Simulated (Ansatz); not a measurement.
# The gap of BaSrTi2O6 (perovskite [001] superlattice) (P4mm): a ladder of methods and an error budget

Aim: a best estimate of the quasiparticle gap of BaSrTi2O6 (perovskite [001] superlattice) (P4mm), with each correction and its cost laid out.

Main program and level: Ansatz 0.2.0; density functionals, hybrids, G0W0, plane waves, PAW.

The structure was built from a prototype and need not be the compound's stable phase.

## 1. Starting point

The structure is tetragonal, space group P4mm (No. 99). The conventional cell has a = 3.952 Å, b = 3.952 Å, c = 7.906 Å, α = 90.00°, β = 90.00°, γ = 90.00°. Nearest to Sr lie 12 O at 2.76 to 2.83 Å. O has 2 Ti at 1.93 to 2.02 Å and 4 Sr at 2.79 Å nearest. Nearest to Ti lie 6 O at 1.93 to 1.98 Å. Nearest to O lie 2 Ti at 1.98 Å and 2 Ba at 2.76 Å and 2 Sr at 2.76 Å. Nearest to Ba lie 12 O at 2.76 to 2.83 Å. O has 2 Ti at 1.93 to 2.02 Å and 4 Ba at 2.79 Å nearest. It derives from SrTiO3. Farther neighbours and most contacts between anions are not listed.

The start is a generated structure, not a measured one. Spin-orbit coupling is left out unless a step names it.

## 2. Relaxing the structure

A relaxation at this level of theory: leftover forces would pass straight into the levels.

This step: DFT, PBEsol, plane waves, PAW; PAW set soft_1.

The input, input.yaml:

```yaml
crystal:
  lattice:
    - [3.9525, 0.0, 0.0]
    - [0.0, 3.9525, 0.0]
    - [0.0, 0.0, 7.9061416825]
  atoms:
    - { symbol: Sr, position: [0.0, 0.0, 0.1280039937] }
    - { symbol: O, position: [0.5, 0.5, 0.1280039937] }
    - { symbol: Ti, position: [0.5, 0.5, 0.3719960063] }
    - { symbol: O, position: [0.5, 0.0, 0.3719960063] }
    - { symbol: O, position: [0.0, 0.5, 0.3719960063] }
    - { symbol: Ba, position: [0.0, 0.0, 0.6159880188] }
    - { symbol: O, position: [0.5, 0.5, 0.6159880188] }
    - { symbol: Ti, position: [0.5, 0.5, 0.8719960063] }
    - { symbol: O, position: [0.5, 0.0, 0.8719960063] }
    - { symbol: O, position: [0.0, 0.5, 0.8719960063] }
kpoints:
  mp_grid: { grid: [6, 6, 4] }
hamiltonian:
  xc: pbesol
  pseudopotentials: { kind: paw, azcp: { folder: soft_1 }, xc_functional: pbe }
scf:
  occupations: { method: fermi_dirac, width: 0.02 }
relax:
  f_tol: 0.015
  max_steps: 100
  cell: {}
output:
  write_density: true
  write_potential: true
  elf: true
  volumetric_format: npy
```

Launch:

```
$ ansatz run input.yaml --threads 3 --pin off --max-ram 92160MiB --backend cuda --events-out ev --progress --plain --runs-dir out --devices 1 --max-vram 13GiB
```

Numbers of over 12 decimals in the logs are rounded to 6 here.

The log of the run:

```text
GPUs: using 1 of 1 available (devices: 1).
Engine: ansatz 0.2.0, x86_64-unknown-linux-gnu
Pseudopotentials: kind: paw
Pseudopotential: Sr, paw, valence charge 10, recommended cutoff 420 eV (normal), soft_1/Sr.paw.azcp
Pseudopotential: O, paw, valence charge 6, recommended cutoff 420 eV (normal), soft_1/O.paw.azcp
Pseudopotential: Ti, paw, valence charge 12, recommended cutoff 420 eV (normal), soft_1/Ti.paw.azcp
Pseudopotential: Ba, paw, valence charge 10, recommended cutoff 420 eV (normal), soft_1/Ba.paw.azcp
Functional definition: PBEsol
  exchange = pbesol_x
  correlation = pbesol_c
device memory: the entry about to start is reckoned to put 2.1 GiB on a device that reports 36.3 GiB free (of which the cap on the GPU budget leaves the run 13.0 GiB)
GPU FFT provider: cuFFT
GPU libraries: cuBLAS 13.8.2, cuFFT 12.4.0, cuSOLVER 12.3.4
Crystal: 10 atoms, lattice volume = 123.512 Å³
Basis set: ecut = 420 eV, 2435 PW (Γ), exchange–correlation on 54×54×108 points (8 copies of the dense FFT grid, shifted against one another)
Bands: 50, of which v1, the nominal top of the filled ones, is band 40 counted from 1 (39 counted from 0)
Symmetry: 8 space group operations
Space group: P4mm (ITA 99), of the structure as read, at distance tolerance 5.0e-5 Å
k-points: 30 of 144 (time reversal used)
Non-local potential: Sr, projectors of the file, l = 0: 3, l = 1: 2, l = 2: 2
Non-local potential: O, projectors of the file, l = 0: 2, l = 1: 2, l = 2: 1
Non-local potential: Ti, projectors of the file, l = 0: 3, l = 1: 2, l = 2: 3, l = 3: 1
Non-local potential: Ba, projectors of the file, l = 0: 3, l = 1: 2, l = 2: 2, l = 3: 2
PAW form: soft (Blöchl's): semilocal exchange-correlation on the pseudo side does not see the compensation charge
PAW frozen core: Sr, regenerated for the run's functional, and the local potential with it (the file was generated under x = pbe(κ = 0.804, μ = 0.219515), c = pbe(β = 0.066725))
PAW frozen core: O, regenerated for the run's functional, and the local potential with it (the file was generated under x = pbe(κ = 0.804, μ = 0.219515), c = pbe(β = 0.066725))
PAW frozen core: Ti, regenerated for the run's functional, and the local potential with it (the file was generated under x = pbe(κ = 0.804, μ = 0.219515), c = pbe(β = 0.066725))
PAW frozen core: Ba, regenerated for the run's functional, and the local potential with it (the file was generated under x = pbe(κ = 0.804, μ = 0.219515), c = pbe(β = 0.066725))
PAW one-centre angular grid: Sr, 110 points (default); XC on 64 Gauss nodes
PAW one-centre angular grid: O, 110 points (default); XC on 64 Gauss nodes
PAW one-centre angular grid: Ti, 590 points (default); XC on 64 Gauss nodes
PAW one-centre angular grid: Ba, 194 points (default); XC on 64 Gauss nodes
[...]
SCF converged after 6 iterations
Free energy (F): -17684.901945 eV
Harris-Foulkes:  -17684.901945 eV  (|F-HF|=0.00e0)
Internal energy: -17684.901945 eV  (E = F + TS)
E sigma→0 (E₀):  -17684.901945 eV
Fermi energy:    11.139104 eV
--- Per-component energies (eV) ---
  E_band       = -338.963867
  E_kinetic    = 1966.002810
  E_local      = -4621.492487  (includes V_loc(G=0)·N_el)
  E_nonlocal   = 761.650816
  E_hartree    = 1683.375016
  E_xc         = -1032.421778
  E_vxc        = -1127.840702  (∫ρ·V_xc dr)
  E_paw        = -10720.914648  (= ΣΔE_a)
  E_vpaw       = -684.038681  (= ΣTr[D̂ρ^β])
  E_aug_tail   = 0.004384  (compensation charges beyond the density's cutoff)
  E_ewald      = -5721.882340
  E_core_change = 0.776282  (= ΣΔE_core)
  E_smearing   = -0.000000  (= −TS)
  E_closure    = 0.000000  (closes the sum)
  Σ components = -17684.901945   (vs F -17684.901945, Δ=0.00e0)
--- Forces (eV/Å), atoms counted from 1 ---
  atom   1  Sr     0.00000000    -0.00000000    -0.00008433
  atom   2  O      0.00000000    -0.00000000     0.00172092
  atom   3  Ti     0.00000000    -0.00000000     0.00144966
  atom   4  O     -0.00000000     0.00000000    -0.00445427
  atom   5  O      0.00000000    -0.00000000    -0.00445427
  atom   6  Ba    -0.00000000    -0.00000000     0.00071952
  atom   7  O     -0.00000000    -0.00000000     0.00136530
  atom   8  Ti     0.00000000    -0.00000000    -0.00157469
  atom   9  O     -0.00000000     0.00000000     0.00264994
  atom  10  O      0.00000000    -0.00000000     0.00264994
  max |Σ_I F_I| component: 1.23e-5 eV/Å
--- Stress (GPa, compression-positive) ---
        0.004776       0.000000      -0.000000
        0.000000       0.004776       0.000000
       -0.000000       0.000000       0.001470
  P = ⅓ Tr σ = 0.0037 GPa (0.037 kbar)
--- Band table (eV; the first three rows and the last of 30) ---
  k-point 0: bands = [... 36 lower, 9.5035, 9.7843, 9.8209, 9.8209, 12.0619, 12.2174, 12.2972, 12.2972, ... 6 higher]
  k-point 1: bands = [... 36 lower, 9.5417, 9.5417, 9.7679, 9.7679, 12.0822, 12.1953, 12.5796, 12.5796, ... 6 higher]
  k-point 2: bands = [... 36 lower, 9.6196, 9.6196, 9.6756, 9.6756, 12.1190, 12.1567, 13.1303, 13.1303, ... 6 higher]
  k-point 29: bands = [... 36 lower, 9.6040, 9.6040, 10.1513, 10.1889, 14.2627, 14.2627, 14.3031, 14.3031, ... 6 higher]
--- Relaxed structure (25 steps of the walk, 23 accepted, 3 SCFs on fresh bases) ---
  F+E_penalty+E_count = -17684.90194456 eV   max|allowed force component| = 4.453e-3 eV/Å   (the final SCF, on the basis selected at the relaxed cell)
  cell:  # Å, volume = 122.1424 Å³
    - [3.924219, 0.0, 0]
    - [0.0, 3.924219, 0.0]
    - [0, 0.0, 7.931589]
  atoms:
    - { symbol: Sr, position: [0, 0.0, 0.128243] }
    - { symbol: O, position: [0.5, 0.5, 0.118122] }
    - { symbol: Ti, position: [0.5, 0.5, 0.376342] }
    - { symbol: O, position: [0.5, 0.0, 0.360020] }
    - { symbol: O, position: [0, 0.5, 0.360020] }
    - { symbol: Ba, position: [0, 0.0, 0.626080] }
    - { symbol: O, position: [0.5, 0.5, 0.613962] }
    - { symbol: Ti, position: [0.5, 0.5, 0.886394] }
    - { symbol: O, position: [0.5, 0.0, 0.875389] }
    - { symbol: O, position: [0, 0.5, 0.875389] }
```

Wall time 100 s (1 × NVIDIA H100 80GB HBM3 (shared by 6 runs) with 3 threads of AMD EPYC 7R13 (Zen 3), shared host); peak memory 1 GiB.

The steps of the relaxation (22 of 28):

```
step  energy less that of the first step (eV)  largest force component (eV/Å)  pressure (GPa)  volume (Å³)
   1                                   0.0000                          1.0226           -2.43       123.51
   2                                  -0.0339                          1.1380            0.12       121.56
   4                                  -0.1299                          0.0342           -0.05       121.56
   5                                  -0.1301                          0.0047            0.00       121.53
  6*                                  -0.1258                          0.0046           -0.06       121.53
   7                                  -0.1260                          0.0008            0.00       121.49
   9                                  -0.1260                          0.0003            0.00       121.49
  10                                  -0.1260                          0.0004            0.00       121.49
  11                                  -0.1260                          0.0007            0.00       121.49
  13                                  -0.1259                          0.0074           -0.01       121.49
  14                                  -0.1259                          0.0136           -0.01       121.50
  15                                  -0.1259                          0.0246           -0.02       121.51
  16                                  -0.1260                          0.0357           -0.03       121.52
  18                                  -0.1273                          0.0588           -0.11       121.61
  19                                  -0.1342                          0.0265            0.08       121.93
  20                                  -0.1118                          0.2272            0.47       122.56
  22                                  -0.1337                          0.0434           -0.22       122.21
  23                                  -0.1344                          0.0174            0.06       122.06
  24                                  -0.1343                          0.0270            0.00       122.12
  25                                  -0.1342                          0.0051           -0.01       122.13
  27                                  -0.1357                          0.0045            0.00       122.14
 28*                                  -0.1358                          0.0045            0.00       122.14
```

Relaxation steps marked * repeat the geometry before them on a plane-wave basis chosen anew for their cell, so energy and pressure can jump there. Other such steps can lie between the rows shown. Relaxation steps 20, 21 were tried and not accepted.

Forces are held to the 8 operations that the run works with; a distortion that breaks them can't arise in this run.

```
conventional cell, symmetrised  before  after  change
                         a (Å)   3.952  3.924  -0.7 %
                         b (Å)   3.952  3.924  -0.7 %
                         c (Å)   7.906  7.932  +0.3 %
              volume (Å³/atom)   12.35  12.21  -1.1 %
```

The atoms that moved most (Å, as changes of fractional coordinates times the final cell):

```
atom     dx     dy      dz  length
 Ti8  0.000  0.000   0.114   0.114
  O4  0.000  0.000  -0.095   0.095
  O5  0.000  0.000  -0.095   0.095
 Ba6  0.000  0.000   0.080   0.080
  O2  0.000  0.000  -0.078   0.078
 Ti3  0.000  0.000   0.034   0.034
 O10  0.000  0.000   0.027   0.027
  O9  0.000  0.000   0.027   0.027
```

## 3. PBEsol bands

The cheap functional maps the bands first; the places of the edges decide which points the dearer methods must see.

The input, input.yaml:

```yaml
crystal:
  lattice:
    - [3.9242187103, 0.0, 0.0]
    - [0.0, 3.9242187103, 0.0]
    - [0.0, 0.0, 7.9315891153]
  atoms:
    - { symbol: Sr, position: [0.0, 0.0, 0.1282431578] }
    - { symbol: O, position: [0.5, 0.5, 0.1181215293] }
    - { symbol: Ti, position: [0.5, 0.5, 0.3763421795] }
    - { symbol: O, position: [0.5, 0.0, 0.3600198358] }
    - { symbol: O, position: [0.0, 0.5, 0.3600198358] }
    - { symbol: Ba, position: [0.0, 0.0, 0.6260799679] }
    - { symbol: O, position: [0.5, 0.5, 0.6139620411] }
    - { symbol: Ti, position: [0.5, 0.5, 0.886394246] }
    - { symbol: O, position: [0.5, 0.0, 0.8753886348] }
    - { symbol: O, position: [0.0, 0.5, 0.8753886348] }
kpoints:
  mp_grid: { grid: [6, 6, 4] }
  band_path:
    path:
      - [[0.0, 0.0, 0.0], [0.0, 0.5, 0.0], [0.5, 0.5, 0.0], [0.0, 0.0, 0.0], [0.0, 0.0, 0.5], [0.0, 0.5, 0.5], [0.5, 0.5, 0.5], [0.0, 0.0, 0.5]]
      - [[0.0, 0.5, 0.0], [0.0, 0.5, 0.5]]
      - [[0.5, 0.5, 0.0], [0.5, 0.5, 0.5]]
    npoints: 10
hamiltonian:
  xc: pbesol
  pseudopotentials: { kind: paw, azcp: { folder: soft_1 }, xc_functional: pbe }
scf:
  occupations: { method: fermi_dirac, width: 0.02 }
  n_extra_bands: 7
output:
  eigenvalues: true
  forces: true
  stress: true
  write_density: true
  write_potential: true
  elf: true
  volumetric_format: npy
```

The log of the run:

```text
[...]
GPUs: using 1 of 1 available (devices: 1).
[...]
GPU FFT provider: cuFFT
GPU libraries: cuBLAS 13.8.2, cuFFT 12.4.0, cuSOLVER 12.3.4
Crystal: 10 atoms, lattice volume = 122.142 Å³
Basis set: ecut = 420 eV, 2403 PW (Γ), exchange–correlation on 54×54×108 points (8 copies of the dense FFT grid, shifted against one another)
Bands: 47, of which v1, the nominal top of the filled ones, is band 40 counted from 1 (39 counted from 0)
Symmetry: 8 space group operations
[...]
k-points: 30 of 144 (time reversal used)
[...]
GPU buffer pool allocated for 39366 grid points (all kernels)
[...]
SCF iter   1: F=—  HF=-17685.716187 eV  |F-HF|=—  |Δ(HF+E_count)|=         —  Δρ=5.48e-2  dr2=4.16e0  ethr=3.10e-3  ⟨swp⟩=11.4  Hψ=6888  notcnv=0
[...]
SCF iter   9: F=-17684.901945 eV  HF=-17684.901945 eV  |F-HF|=6.54e-9  |Δ(HF+E_count)|=  1.64e-10  Δρ=3.72e-6  dr2=1.50e-8  ethr=1.25e-10  ⟨swp⟩=18.4  Hψ=12650  notcnv=0
SCF 1 converged in 9 iterations: F = -17684.901945 eV  dr2 = 1.50e-8
[...]
NSCF: frozen V_eff on 93 k-points
SCF converged after 9 iterations
Free energy (F): -17684.901945 eV
[...]
Internal energy: -17684.901945 eV  (E = F + TS)
E sigma→0 (E₀):  -17684.901945 eV
Fermi energy:    11.139094 eV
[...]
--- Forces (eV/Å), atoms counted from 1 ---
  atom   1  Sr     0.00000000     0.00000000    -0.00004316
  atom   2  O      0.00000000     0.00000000     0.00173311
  atom   3  Ti     0.00000000     0.00000000     0.00142409
  atom   4  O     -0.00000000     0.00000000    -0.00445369
  atom   5  O      0.00000000     0.00000000    -0.00445369
  atom   6  Ba     0.00000000     0.00000000     0.00067887
  atom   7  O      0.00000000     0.00000000     0.00136887
  atom   8  Ti     0.00000000     0.00000000    -0.00156561
  atom   9  O     -0.00000000     0.00000000     0.00265014
  atom  10  O      0.00000000     0.00000000     0.00265014
  max |Σ_I F_I| component: 1.09e-5 eV/Å
--- Stress (GPa, compression-positive) ---
        0.004635       0.000000      -0.000000
        0.000000       0.004635       0.000000
       -0.000000       0.000000       0.001340
  P = ⅓ Tr σ = 0.0035 GPa (0.035 kbar)
--- Band table (eV; the first three rows and the last of 30) ---
  k-point 0: bands = [... 36 lower, 9.5035, 9.7843, 9.8209, 9.8209, 12.0618, 12.2173, 12.2972, 12.2972, ... 3 higher]
  k-point 1: bands = [... 36 lower, 9.5417, 9.5417, 9.7679, 9.7679, 12.0822, 12.1953, 12.5795, 12.5795, ... 3 higher]
  k-point 2: bands = [... 36 lower, 9.6196, 9.6196, 9.6756, 9.6756, 12.1190, 12.1567, 13.1303, 13.1303, ... 3 higher]
  k-point 29: bands = [... 36 lower, 9.6039, 9.6039, 10.1512, 10.1889, 14.2626, 14.2626, 14.3030, 14.3030, ... 3 higher]
```

Wall time 15 s (1 × NVIDIA H100 80GB HBM3 (shared by 6 runs) with 3 threads); peak memory 1 GiB; 20 s of CPU time.

Numbers from this step:

```
pressure             : 0.003537 GPa
filled bands         : 40
gap                  : 1.856 eV
valence top at       : M
conduction bottom at : Γ
least direct gap     : 2.241 eV
```

The gap is indirect, with the least direct gap 0.38 eV higher.

The electronic bands at the labelled points (eV, zero at the top of the highest nominally filled band):

```
    point  band 37  band 38  band 39  band 40  band 41  band 42  band 43  band 44
        Γ    -0.70    -0.42    -0.38    -0.38     1.86     2.01     2.09     2.09
  halfway    -1.28    -0.76    -0.68    -0.64     2.15     2.90     2.91     2.97
        X    -1.19    -0.97    -0.85    -0.17     2.23     3.74     3.78     3.79
  halfway    -0.68    -0.62    -0.59    -0.14     2.97     3.79     3.89     4.04
        M    -0.11    -0.11    -0.07     0.00     3.81     3.81     4.23     4.43
  halfway    -0.94    -0.79    -0.67    -0.58     2.83     3.04     3.28     3.48
        Γ    -0.70    -0.42    -0.38    -0.38     1.86     2.01     2.09     2.09
  halfway    -0.66    -0.66    -0.44    -0.44     1.88     1.99     2.37     2.37
        Z    -0.59    -0.59    -0.53    -0.53     1.91     1.95     2.92     2.92
  halfway    -1.09    -1.08    -0.76    -0.70     2.87     2.91     3.01     3.12
        R    -1.37    -1.25    -0.80    -0.57     3.00     3.11     3.75     3.79
  halfway    -0.81    -0.73    -0.60    -0.53     3.46     3.50     3.95     3.95
        A    -0.60    -0.60    -0.05    -0.02     4.06     4.06     4.10     4.10
  halfway    -0.85    -0.78    -0.72    -0.65     3.31     3.34     3.35     3.39
        Z    -0.59    -0.59    -0.53    -0.53     1.91     1.95     2.92     2.92
jump to X    -1.19    -0.97    -0.85    -0.17     2.23     3.74     3.78     3.79
  halfway    -1.24    -1.12    -1.09    -0.29     2.48     3.58     3.74     3.79
        R    -1.37    -1.25    -0.80    -0.57     3.00     3.11     3.75     3.79
jump to M    -0.11    -0.11    -0.07     0.00     3.81     3.81     4.23     4.43
  halfway    -0.29    -0.29    -0.06    -0.01     3.88     3.88     4.25     4.31
        A    -0.60    -0.60    -0.05    -0.02     4.06     4.06     4.10     4.10
```

ELF in the ca plane at fractional y = 0.000, with atoms of Sr and O and Ba within 0.2 Å of it. It is the smooth field of the valence electrons, not physical close to the nuclei.

Ten even steps from '_' (0.02) to '@' (0.86), each cell a mean:
```
%%@@++==@@%%::______==@@##....##@@++______..
--%%@@@@@@==__..::__..##@@@@@@@@##....::..__
__::++++--..==####++..::**%%%%**::::**####--
--________==%%@@@@@@**..__....__::##@@%%@@%%
++______..##@@**++%%%%::________==@@##==##@@
==______..**@@%%##@@##::________--%%%%##%%@@
..__....__::##@@@@%%==__::++++::..==%%@@%%**
..**@@@@**....==++::..==%%@@@@%%==..--++==..
**@@%%%%@@##..______--@@@@++++@@@@--________
%%%%::..%%@@::______++@@**____++@@**______..
```
Columns run along c (7.9 Å), rows up along a (3.9 Å). Atoms in or near the plane, at fractional coordinates: Sr at (0.13, 0.00), O at (0.36, 0.50), Ba at (0.63, 0.00), O at (0.88, 0.50).

Electrostatic potential energy in the ca plane at fractional y = 0.000, with atoms of Sr and O and Ba within 0.2 Å of it. With pseudopotentials it is smooth inside the atoms' cores, unlike the true potential.

Ten even steps from '0' (-74 eV) to '9' (15 eV), each cell a mean:
```
8200179999974224699999
8743689999986546899999
9988999999998888999999
9999999668999999997679
9999997446999999985458
9999998556999999996559
9999999889999999999899
9877899999997667899999
8510489999975334799999
7100079999963113689999
```
Columns run along c (7.9 Å; values clipped at the 3rd and 97th percentile), rows up along a (3.9 Å). Atoms in or near the plane, at fractional coordinates: Sr at (0.13, 0.00), O at (0.36, 0.50), Ba at (0.63, 0.00), O at (0.88, 0.50).

(Part 1 of 2 ends here.)

[Paths, hosts, dates, memory and timing lines, banners, echoed tables and standing remarks are left out of the program output.]

[Logs are printed without paths, hosts, clocks, repeated set-up lines and the standing remarks that a program may print on its own settings, such as how far it seeks lower states.]

[Runs of the session that timed out or met a known fault of the program may be left out.]

[Cells called generated may have been cut or substituted from an entry of the Crystallography Open Database or the Materials Project.]

[Hosts, paths, dates, database ids (printed as entryN), source tags and the programs' standing remarks are cut or masked in the printed files.]
